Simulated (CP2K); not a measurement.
Two runs for the Si L₂,₃ edge of disilane. Run A: CP2K XAS_TDP, all-electron GAPW, PBEh(45%), aug-pc-1, TDA, ZORA, spin–orbit coupling. Run B differs in one setting.

First lines with a strength over 0.0003. A:

| atom | energy (eV) | states | strength, one atom |
| --- | --- | --- | --- |
| Si1 (bonded to Si and 3 H), 2 alike | 100.94 | 3 | 0.0064 |
|  | 100.97 | 2 | 0.0032 |
|  | 101.09 | 4 | 0.0035 |
|  | 101.19 | 3 | 0.0025 |
|  | 101.24 | 2 | 0.0101 |

B:

| atom | energy (eV) | states | strength, one atom |
| --- | --- | --- | --- |
| Si1 (bonded to Si and 3 H), 2 alike | 104.52 | 2 | 0.0005 |
|  | 104.54 | 2 | 0.0057 |
|  | 104.56 | 2 | 0.0032 |
|  | 104.68 | 4 | 0.0034 |
|  | 104.77 | 3 | 0.0023 |

Question: Which was it: GW2X switched on, the basis, the functional?

GW2X switched on. GW2X shifts the lines nearly together; each 2p level gets its own shift. The lowest line over the strength cut lies at 104.52 eV, against 100.94 eV (PBEh(45%), aug-pc-1).

[Hosts, paths, dates, database ids (printed as entryN), source tags and the programs' standing remarks are cut or masked in the printed files.]
